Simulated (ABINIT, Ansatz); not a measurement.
# How the form of the self-energy moves the gap of MgTiF6 (R-3)

Aim: compare treatments of exchange, screening and correlation for the gap of MgTiF6 (R-3).

Program: ABINIT 10.8.3. Level of theory: PBEsol and many-body steps on it, plane waves. Results are calculated unless marked as measured.

**1. The starting structure**

It takes space group R-3 (No. 148, trigonal). The conventional cell has a = 5.217 Å, b = 5.217 Å, c = 13.334 Å, α = 90.00°, β = 90.00°, γ = 120.00°. Mg has 6 F at 1.97 Å nearest. Nearest to Ti lie 6 F at 1.87 Å. F has 1 Ti at 1.87 Å and 1 Mg at 1.97 Å nearest. Farther neighbours and most contacts between anions are not listed.

Structure file:

```cif
data_structure
_symmetry_space_group_name_H-M 'P 1'
_symmetry_Int_Tables_number 1
_cell_length_a 5.3688
_cell_length_b 5.3688
_cell_length_c 5.3688
_cell_angle_alpha 58.132
_cell_angle_beta 58.132
_cell_angle_gamma 58.132
_cell_volume 104.74
loop_
_atom_site_label
_atom_site_type_symbol
_atom_site_fract_x
_atom_site_fract_y
_atom_site_fract_z
_atom_site_occupancy
Mg1 Mg 0.50000 0.50000 0.50000 1
Ti2 Ti 0.00000 0.00000 0.00000 1
F3 F 0.67162 0.84246 0.24224 1
F4 F 0.84246 0.24224 0.67162 1
F5 F 0.75776 0.32838 0.15754 1
F6 F 0.15754 0.75776 0.32838 1
F7 F 0.32838 0.15754 0.75776 1
F8 F 0.24224 0.67162 0.84246 1
```

The cell and positions are those that the Materials Project relaxed with its own functionals (PBE, PBE+U or r2SCAN), kept fixed.

**2. Empty states on the mesh, 2×2×2 mesh, 222 bands**

This step: ABINIT 10.8.3; DFT, PBEsol, plane waves, norm-conserving pseudopotentials.

The sums over transitions need many empty states on a uniform mesh; this step solves for them.

run.abi reads:

```
acell 3*1.0 Angstrom
rprim 
  2.608280093927 1.505891214373 4.444507563992
  -2.608280093927 1.505891214373 4.444507563992
  0.000000000000 -3.011782428679 4.444507564015
ntypat 3
znucl 12 22 9
natom 8
typat 1 2 3 3 3 3 3 3
xred 
  0.500000000000 0.500000000000 0.500000000000
  0.000000000000 -0.000000000000 -0.000000000000
  0.671617650000 0.842455580000 0.242244330000
  0.842455580000 0.242244330000 0.671617650000
  0.757755670000 0.328382350000 0.157544420000
  0.157544420000 0.757755670000 0.328382350000
  0.328382350000 0.157544420000 0.757755670000
  0.242244330000 0.671617650000 0.842455580000
pp_dirpath "pseudos"
pseudos "Mg.upf, Ti.upf, F.upf"
ecut 38
ngkpt 2 2 2
nshiftk 1
shiftk 0 0 0
kptopt 1
chksymbreak 0
iscf -2
irdden 1
istwfk *1
nband 222
nbdbuf 20
tolwfr 1e-09
nstep 60
prtvol 0
indata_prefix "in"
outdata_prefix "out"
tmpdata_prefix "tmp"
```

Run with:

```bash
> OMP_NUM_THREADS=1 mpirun -n 4 abinit run.abi > log
```

Numbers of over 12 decimals in the logs are rounded to 6 here.

The program printed:

```text
.Version 10.8.3 of ABINIT. v10.8.2 released Aug 2026.

 Symmetries : space group R-3 (#148); Bravais hR (rhombohedral)
[... echo of the input left out ...]
== DATASET  1 ==================================================================
-   mpi_nproc: 4, omp_nthreads: 1 (-1 if OMP is not activated)

--- !DatasetInfo
iteration_state: {dtset: 1, }
dimensions: {natom: 8, nkpt: 4, mband: 222, nsppol: 1, nspinor: 1, nspden: 1, mpw: 7942, }
cutoff_energies: {ecut:  38.0, pawecutdg:  -1.0, }
[...]
2.84834    2.85325    2.85325    2.88793    2.91379    2.91565    2.91565    2.94977
   2.96200    2.99595    2.99595    3.02500    3.04034    3.04038    3.06111    3.06117
   3.08039    3.08082    3.08447    3.09102    3.09202    3.12379
 prteigrs : prtvol=0 or 1, do not print more k-points.

== END DATASET(S) ==============================================================
================================================================================

 -outvars: echo values of variables after computation  --------
            nband         222
             nkpt           4
          spgroup         148
 [... the other variables as echoed above ...]

 Calculation completed.
```

It took 2.6 min on 4 MPI ranks of Intel Xeon Platinum 8259CL at 2.50GHz (Skylake/Cascade Lake), shared host; peak memory 0.56 GiB; 10 min of CPU time.

Numbers from this step:

* gap: 4.879 eV
* k of the valence top: 0, 0, 0
* k of the conduction bottom: 0.5, 0.5, 0
* least direct gap: 4.888 eV
* k points computed: 4
* lowest point of the top converged band, above the valence top: 78.2216 eV

On this mesh the gap is 4.879 eV.

The density comes from a self-consistent run that is not shown.

**3. Screening, 2×2×2 mesh, 101 bands, screening to 114.3 eV**

The RPA dielectric matrix is built and inverted for each q.

This step: RPA screening on PBEsol, plane waves, norm-conserving pseudopotentials.

Edit run.abi of step 2 so:

```diff
@@ -26,10 +26,11 @@
 chksymbreak 0
-iscf -2
-irdden 1
 istwfk *1
-nband 222
-nbdbuf 20
-tolwfr 1e-09
-nstep 60
-prtvol 0
+occopt 1
+irdwfk 1
+optdriver 3
+nband 101
+ecuteps 4.2
+inclvkb 2
+awtr 1
+symchi 1
 indata_prefix "in"
```

The program printed:

```text
.Version 10.8.3 of ABINIT. v10.8.2 released Aug 2026.

 Symmetries : space group R-3 (#148); Bravais hR (rhombohedral)
[... echo of the input left out ...]
== DATASET  1 ==================================================================
-   mpi_nproc: 4, omp_nthreads: 1 (-1 if OMP is not activated)

--- !DatasetInfo
iteration_state: {dtset: 1, }
dimensions: {natom: 8, nkpt: 4, mband: 101, nsppol: 1, nspinor: 1, nspden: 1, mpw: 7942, }
cutoff_energies: {ecut:  38.0, pawecutdg:  -1.0, }
electrons: {nelect:   6.40000000E+01, charge:   0.00000000E+00, occopt:   1.00000000E+00, tsmear:   1.00000000E-02, }

 SCREENING: Calculation of the susceptibility and dielectric matrices

 Based on a program developped by R.W. Godby, V. Olevano, G. Onida, and L. Reining.
 Incorporated in ABINIT by V. Olevano, G.-M. Rignanese, and M. Torrent.
.Using double precision arithmetic ; gwpc =  8

[... cell and pseudopotentials left out ...]
--------------------------------------------------------------------------------

 ==== K-mesh for the wavefunctions ====
 Number of points in the irreducible wedge :     4
[... list of points left out ...]
 Together with  6 symmetry operations and time-reversal symmetry
 yields     8 points in the full Brillouin Zone.

 ==== Q-mesh for the screening function ====
 Number of points in the irreducible wedge :     4
[... list of points left out ...]
 Together with  6 symmetry operations and time-reversal symmetry
 yields     8 points in the full Brillouin Zone.

 setmesh: FFT mesh size selected  =    40x   40x   40
          total number of points  =        64000

 vcoul_init : cutoff-mode = AUXILIARY_FUNCTION
 q-points for optical limit:   1
     1)      0.000010    0.000020    0.000030

- screening: taking advantage of time-reversal symmetry
- Maximum band index for partially occupied states nbvw = 32
- Remaining bands to be divided among processors   nbcw = 69
- Number of bands treated by each node ~17

 Number of electrons calculated from density =   64.0000; Expected =   64.0000
 average of density, n =  0.090544
 r_s =    1.3815
 omega_plasma =   29.0259 [eV]

 calculating chi0 at frequencies [eV] :
  1    0.000000E+00    0.000000E+00
  2    0.000000E+00    2.902592E+01

--------------------------------------------------------------------------------
  q-point number  1        q = ( 0.000000, 0.000000, 0.000000) [r.l.u.]
--------------------------------------------------------------------------------
[... chi0 elements left out ...]
 For q-point:  0.000010 0.000020 0.000030
  dielectric constant =   2.2834
  dielectric constant without local fields =   2.6485

  Average fulfillment of the sum rule on Im[epsilon] for q-point    1 :     33.09  [%]
[... wings left out ...]
  q-point number  2        q = ( 0.500000, 0.000000, 0.000000) [r.l.u.]
--------------------------------------------------------------------------------
[... chi0 elements left out ...]
  Average fulfillment of the sum rule on Im[epsilon] for q-point    2 :     38.86  [%]

 [... 2 further q-points ...]
```

Elapsed: 68 s, on 4 MPI ranks; peak memory 1.4 GiB; 4.5 min of CPU time.

This step gave:

```
ε∞ with local fields, on this mesh, along the program's q direction : 2.283
the same without local fields                                       : 2.648
plasma frequency                                                    : 29.03 eV
plane waves in the screening matrix                                 : 295
```

Local fields lower ε∞ by 14 %. On a Γ-centred mesh this coarse the value itself is usually too large, while a short band sum pulls it down.

**4. G0W0, Godby-Needs plasmon pole**

The self-energy is evaluated for the states that the input lists, and the levels follow from it, in one-shot runs by the linearised quasiparticle equation.

This step: G0W0 on PBEsol, plane waves, norm-conserving pseudopotentials.

Edit run.abi of step 3 so:

```diff
@@ -29,8 +29,17 @@
 irdwfk 1
-optdriver 3
+optdriver 4
 nband 101
+gwcalctyp 0
+ecutsigx 38
+symsigma 1
+nkptgw 2
+kptgw 
+  0.0000000000 0.0000000000 0.0000000000
+  0.5000000000 0.5000000000 0.0000000000
+bdgw 
+  31 35
+  31 34
 ecuteps 4.2
-inclvkb 2
-awtr 1
-symchi 1
+irdscr 1
+ppmodel 1
 indata_prefix "in"
```

The program printed:

```text
.Version 10.8.3 of ABINIT. v10.8.2 released Aug 2026.

 Symmetries : space group R-3 (#148); Bravais hR (rhombohedral)
[... echo of the input left out ...]
== DATASET  1 ==================================================================
-   mpi_nproc: 4, omp_nthreads: 1 (-1 if OMP is not activated)

--- !DatasetInfo
iteration_state: {dtset: 1, }
dimensions: {natom: 8, nkpt: 4, mband: 101, nsppol: 1, nspinor: 1, nspden: 1, mpw: 7942, }
cutoff_energies: {ecut:  38.0, pawecutdg:  -1.0, }
electrons: {nelect:   6.40000000E+01, charge:   0.00000000E+00, occopt:   1.00000000E+00, tsmear:   1.00000000E-02, }

 SIGMA: Calculation of the GW corrections

 Based on a program developped by R.W. Godby, V. Olevano, G. Onida, and L. Reining.
 Incorporated in ABINIT by V. Olevano, G.-M. Rignanese, and M. Torrent.
.Using double precision arithmetic ; gwpc =  8

[... cell and pseudopotentials left out ...]
--------------------------------------------------------------------------------

 ==== K-mesh for the wavefunctions ====
 Number of points in the irreducible wedge :     4
[... list of points left out ...]
 Together with  6 symmetry operations and time-reversal symmetry
 yields     8 points in the full Brillouin Zone.

 ==== Q-mesh for screening function ====
 Number of points in the irreducible wedge :     4
[... list of points left out ...]
 Together with  6 symmetry operations and time-reversal symmetry
 yields     8 points in the full Brillouin Zone.

 vcoul_init : cutoff-mode = AUXILIARY_FUNCTION
 q-points for optical limit:   1
     1)      0.000010    0.000020    0.000030
 setmesh: FFT mesh size selected  =    60x   60x   60
          total number of points  =       216000

 Number of electrons calculated from density =   64.0000; Expected =   64.0000
 average of density, n =  0.090544
 r_s =    1.3815
 omega_plasma =   29.0259 [eV]

 === KS Band Gaps ===
  >>>> For spin  1
   Minimum direct gap =   4.8876 [eV], located at k-point      :   0.0000  0.0000  0.0000
   Fundamental gap    =   4.8790 [eV], Top of valence bands at :   0.0000  0.0000  0.0000
                                       Bottom of conduction at :   0.5000  0.5000  0.0000
 SIGMA fundamental parameters:
 PLASMON POLE MODEL  1
 number of plane-waves for SigmaX                 7895
 number of plane-waves for SigmaC and W            295
 number of plane-waves for wavefunctions          7895
 number of bands                                   101
 number of independent spin polarizations            1
 number of spinorial components                      1
 number of k-points in IBZ                           4
 number of q-points in IBZ                           4
 number of symmetry operations                       6
 number of k-points in BZ                            8
 number of q-points in BZ                            8
 number of frequencies for dSigma/dE                 9
 frequency step for dSigma/dE [eV]                0.25
 number of omega for Sigma on real axis              0
 max omega for Sigma on real axis  [eV]           0.00
 zcut for avoiding poles [eV]                     0.10

 EPSILON^-1 parameters (SCR file):
 dimension of the eps^-1 matrix on file            295
 dimension of the eps^-1 matrix used               295
 number of plane-waves for wavefunctions          7895
 number of bands                                   101
 number of q-points in IBZ                           4
 number of frequencies                               2
 number of real frequencies                          1
 number of imag frequencies                          1

 matrix elements of self-energy operator (all in [eV])

 Perturbative Calculation

--- !SelfEnergy_ee
iteration_state: {dtset: 1, }
kpoint     : [   0.000,    0.000,    0.000, ]
spin       : 1
KS_gap     :    4.888
QP_gap     :    9.655
Delta_QP_KS:    4.768
data: !SigmaeeData |
     Band     E0 <VxcDFT>   SigX SigC(E0)      Z dSigC/dE  Sig(E)    E-E0       E
       31  -1.679 -22.824 -30.081   5.558   0.797  -0.255 -24.177  -1.353  -3.032
       32  -1.679 -22.824 -30.081   5.558   0.797  -0.255 -24.177  -1.353  -3.032
       33   3.208 -21.497 -13.050  -4.173   0.799  -0.251 -18.082   3.415   6.623
       34   3.208 -21.497 -13.050  -4.173   0.799  -0.251 -18.082   3.415   6.623
       35   3.209 -21.446 -13.050  -4.173   0.799  -0.251 -18.072   3.375   6.584

--- !SelfEnergy_ee
iteration_state: {dtset: 1, }
kpoint     : [   0.500,    0.500,    0.000, ]
spin       : 1
KS_gap     :    4.926
QP_gap     :    9.683
Delta_QP_KS:    4.757
data: !SigmaeeData |
     Band     E0 <VxcDFT>   SigX SigC(E0)      Z dSigC/dE  Sig(E)    E-E0       E
       31  -2.102 -22.596 -29.777   5.458   0.797  -0.255 -23.969  -1.374  -3.476
       32  -1.726 -22.772 -30.013   5.540   0.796  -0.256 -24.127  -1.355  -3.081
       33   3.200 -21.436 -12.964  -4.212   0.799  -0.252 -18.033   3.402   6.602
       34   3.298 -21.784 -13.541  -4.006   0.800  -0.251 -18.396   3.388   6.686

== END DATASET(S) ==============================================================
================================================================================

 -outvars: echo values of variables after computation  --------
           etotal      0.0000000000E+00
            nband         101
             nkpt           4
          spgroup         148
 [... the other variables as echoed above ...]

 Calculation completed.
```

Wall time 20 s (4 MPI ranks); peak memory 1.1 GiB; 77 s of CPU time.

This step gave:

```
G0W0 gap on the points computed              : 9.616 eV
starting gap on the mesh                     : 4.879 eV
k of the valence top                         : 0, 0, 0
k of the conduction bottom                   : 0, 0, 0
Z at the valence top                         : 0.797
Z at the conduction bottom                   : 0.799
least direct G0W0 gap on the computed points : 9.616 eV
```

The gap on the mesh goes from 4.88 eV to 9.62 eV, a correction of +4.74 eV.

**5. G0W0, von der Linden-Horsch plasmon pole**

Edit run.abi of step 4 so:

```diff
@@ -43,3 +43,3 @@
 irdscr 1
-ppmodel 1
+ppmodel 3
 indata_prefix "in"
```

The program printed:

```text
.Version 10.8.3 of ABINIT. v10.8.2 released Aug 2026.

 Symmetries : space group R-3 (#148); Bravais hR (rhombohedral)
[... echo of the input left out ...]
== DATASET  1 ==================================================================
-   mpi_nproc: 4, omp_nthreads: 1 (-1 if OMP is not activated)

--- !DatasetInfo
iteration_state: {dtset: 1, }
dimensions: {natom: 8, nkpt: 4, mband: 101, nsppol: 1, nspinor: 1, nspden: 1, mpw: 7942, }
cutoff_energies: {ecut:  38.0, pawecutdg:  -1.0, }
electrons: {nelect:   6.40000000E+01, charge:   0.00000000E+00, occopt:   1.00000000E+00, tsmear:   1.00000000E-02, }

 SIGMA: Calculation of the GW corrections

 Based on a program developped by R.W. Godby, V. Olevano, G. Onida, and L. Reining.
 Incorporated in ABINIT by V. Olevano, G.-M. Rignanese, and M. Torrent.
.Using double precision arithmetic ; gwpc =  8

[... cell and pseudopotentials left out ...]
--------------------------------------------------------------------------------

 ==== K-mesh for the wavefunctions ====
 Number of points in the irreducible wedge :     4
[... list of points left out ...]
 Together with  6 symmetry operations and time-reversal symmetry
 yields     8 points in the full Brillouin Zone.

 ==== Q-mesh for screening function ====
 Number of points in the irreducible wedge :     4
[... list of points left out ...]
 Together with  6 symmetry operations and time-reversal symmetry
 yields     8 points in the full Brillouin Zone.

 vcoul_init : cutoff-mode = AUXILIARY_FUNCTION
 q-points for optical limit:   1
     1)      0.000010    0.000020    0.000030
 setmesh: FFT mesh size selected  =    60x   60x   60
          total number of points  =       216000

 Number of electrons calculated from density =   64.0000; Expected =   64.0000
[...]
number of omega for Sigma on real axis              0
 max omega for Sigma on real axis  [eV]           0.00
 zcut for avoiding poles [eV]                     0.10

 EPSILON^-1 parameters (SCR file):
 dimension of the eps^-1 matrix on file            295
 dimension of the eps^-1 matrix used               295
 number of plane-waves for wavefunctions          7895
 number of bands                                   101
 number of q-points in IBZ                           4
 number of frequencies                               2
 number of real frequencies                          1
 number of imag frequencies                          1

 matrix elements of self-energy operator (all in [eV])

 Perturbative Calculation

--- !SelfEnergy_ee
iteration_state: {dtset: 1, }
kpoint     : [   0.000,    0.000,    0.000, ]
spin       : 1
KS_gap     :    4.888
QP_gap     :   10.318
Delta_QP_KS:    5.430
data: !SigmaeeData |
     Band     E0 <VxcDFT>   SigX SigC(E0)      Z dSigC/dE  Sig(E)    E-E0       E
       31  -1.679 -22.824 -30.081   5.533   0.888  -0.126 -24.355  -1.532  -3.211
       32  -1.679 -22.824 -30.081   5.533   0.888  -0.126 -24.355  -1.532  -3.211
       33   3.208 -21.497 -13.050  -4.070   0.891  -0.122 -17.598   3.899   7.107
[...]
--- !SelfEnergy_ee
iteration_state: {dtset: 1, }
kpoint     : [   0.500,    0.500,    0.000, ]
spin       : 1
KS_gap     :    4.926
QP_gap     :   10.348
Delta_QP_KS:    5.423
data: !SigmaeeData |
     Band     E0 <VxcDFT>   SigX SigC(E0)      Z dSigC/dE  Sig(E)    E-E0       E
[...]
33   3.200 -21.436 -12.964  -4.111   0.891  -0.122 -17.550   3.885   7.085
       34   3.298 -21.784 -13.541  -3.887   0.890  -0.123 -17.906   3.878   7.176

== END DATASET(S) ==============================================================
================================================================================

 -outvars: echo values of variables after computation  --------
           etotal      0.0000000000E+00
            nband         101
             nkpt           4
          spgroup         148
 [... the other variables as echoed above ...]

 Calculation completed.
```

Elapsed: 15 s, on 4 MPI ranks; peak memory 1.1 GiB.

This step gave:

```
G0W0 gap on the points computed              : 10.27 eV
starting gap on the mesh                     : 4.879 eV
k of the valence top                         : 0, 0, 0
k of the conduction bottom                   : 0, 0, 0
Z at the valence top                         : 0.888
Z at the conduction bottom                   : 0.891
least direct G0W0 gap on the computed points : 10.27 eV
```

Against G0W0 in ABINIT (2×2×2 mesh, 101 bands, screening to 114.3 eV, Godby-Needs plasmon pole), the gap moves by +0.658 eV.

**6. G0W0, Engel-Farid plasmon pole**

Edit run.abi of step 5 so:

```diff
@@ -43,3 +43,3 @@
 irdscr 1
-ppmodel 3
+ppmodel 4
 indata_prefix "in"
```

The program printed:

```text
.Version 10.8.3 of ABINIT. v10.8.2 released Aug 2026.

 Symmetries : space group R-3 (#148); Bravais hR (rhombohedral)
[... echo of the input left out ...]
== DATASET  1 ==================================================================
-   mpi_nproc: 4, omp_nthreads: 1 (-1 if OMP is not activated)

--- !DatasetInfo
iteration_state: {dtset: 1, }
dimensions: {natom: 8, nkpt: 4, mband: 101, nsppol: 1, nspinor: 1, nspden: 1, mpw: 7942, }
cutoff_energies: {ecut:  38.0, pawecutdg:  -1.0, }
[...]
Band     E0 <VxcDFT>   SigX SigC(E0)      Z dSigC/dE  Sig(E)    E-E0       E
[...]
33   3.200 -21.436 -12.964  -4.085   0.839  -0.192 -17.756   3.680   6.879
       34   3.298 -21.784 -13.541  -3.875   0.838  -0.194 -18.125   3.659   6.957

== END DATASET(S) ==============================================================
================================================================================

 -outvars: echo values of variables after computation  --------
           etotal      0.0000000000E+00
            nband         101
             nkpt           4
          spgroup         148
 [... the other variables as echoed above ...]

 Calculation completed.
```

Elapsed: 16 s, on 4 MPI ranks; peak memory 1.1 GiB.

This step gave:

```
G0W0 gap on the points computed              : 9.916 eV
starting gap on the mesh                     : 4.879 eV
k of the valence top                         : 0, 0, 0
k of the conduction bottom                   : 0, 0, 0
least direct G0W0 gap on the computed points : 9.916 eV
```

Against G0W0 in ABINIT (2×2×2 mesh, 101 bands, screening to 114.3 eV, Godby-Needs plasmon pole), the gap moves by +0.300 eV.

[end of part 1 of 2]

[Paths, hosts, dates, memory and timing lines, banners, echoed tables and standing remarks are left out of the program output.]

[Logs are printed without paths, hosts, clocks, repeated set-up lines and the standing remarks that a program may print on its own settings, such as how far it seeks lower states.]

[Runs of the session that timed out or met a known fault of the program may be left out.]

[No measured gap is set beside runs whose start may be inverted or whose files or cutoffs have a known fault.]

[Hosts, paths, dates, database ids (printed as entryN), source tags and the programs' standing remarks are cut or masked in the printed files.]

[G0W0 gaps are taken among the corrected bands and points alone; a level outside them can change the order at an edge.]

[Where Ansatz stands beside ABINIT at settings called matched, ABINIT's density can come from a denser mesh and the files from another edition; pairs whose starting gaps differed by over 0.03 eV were left out, so agreement reads better than it is.]
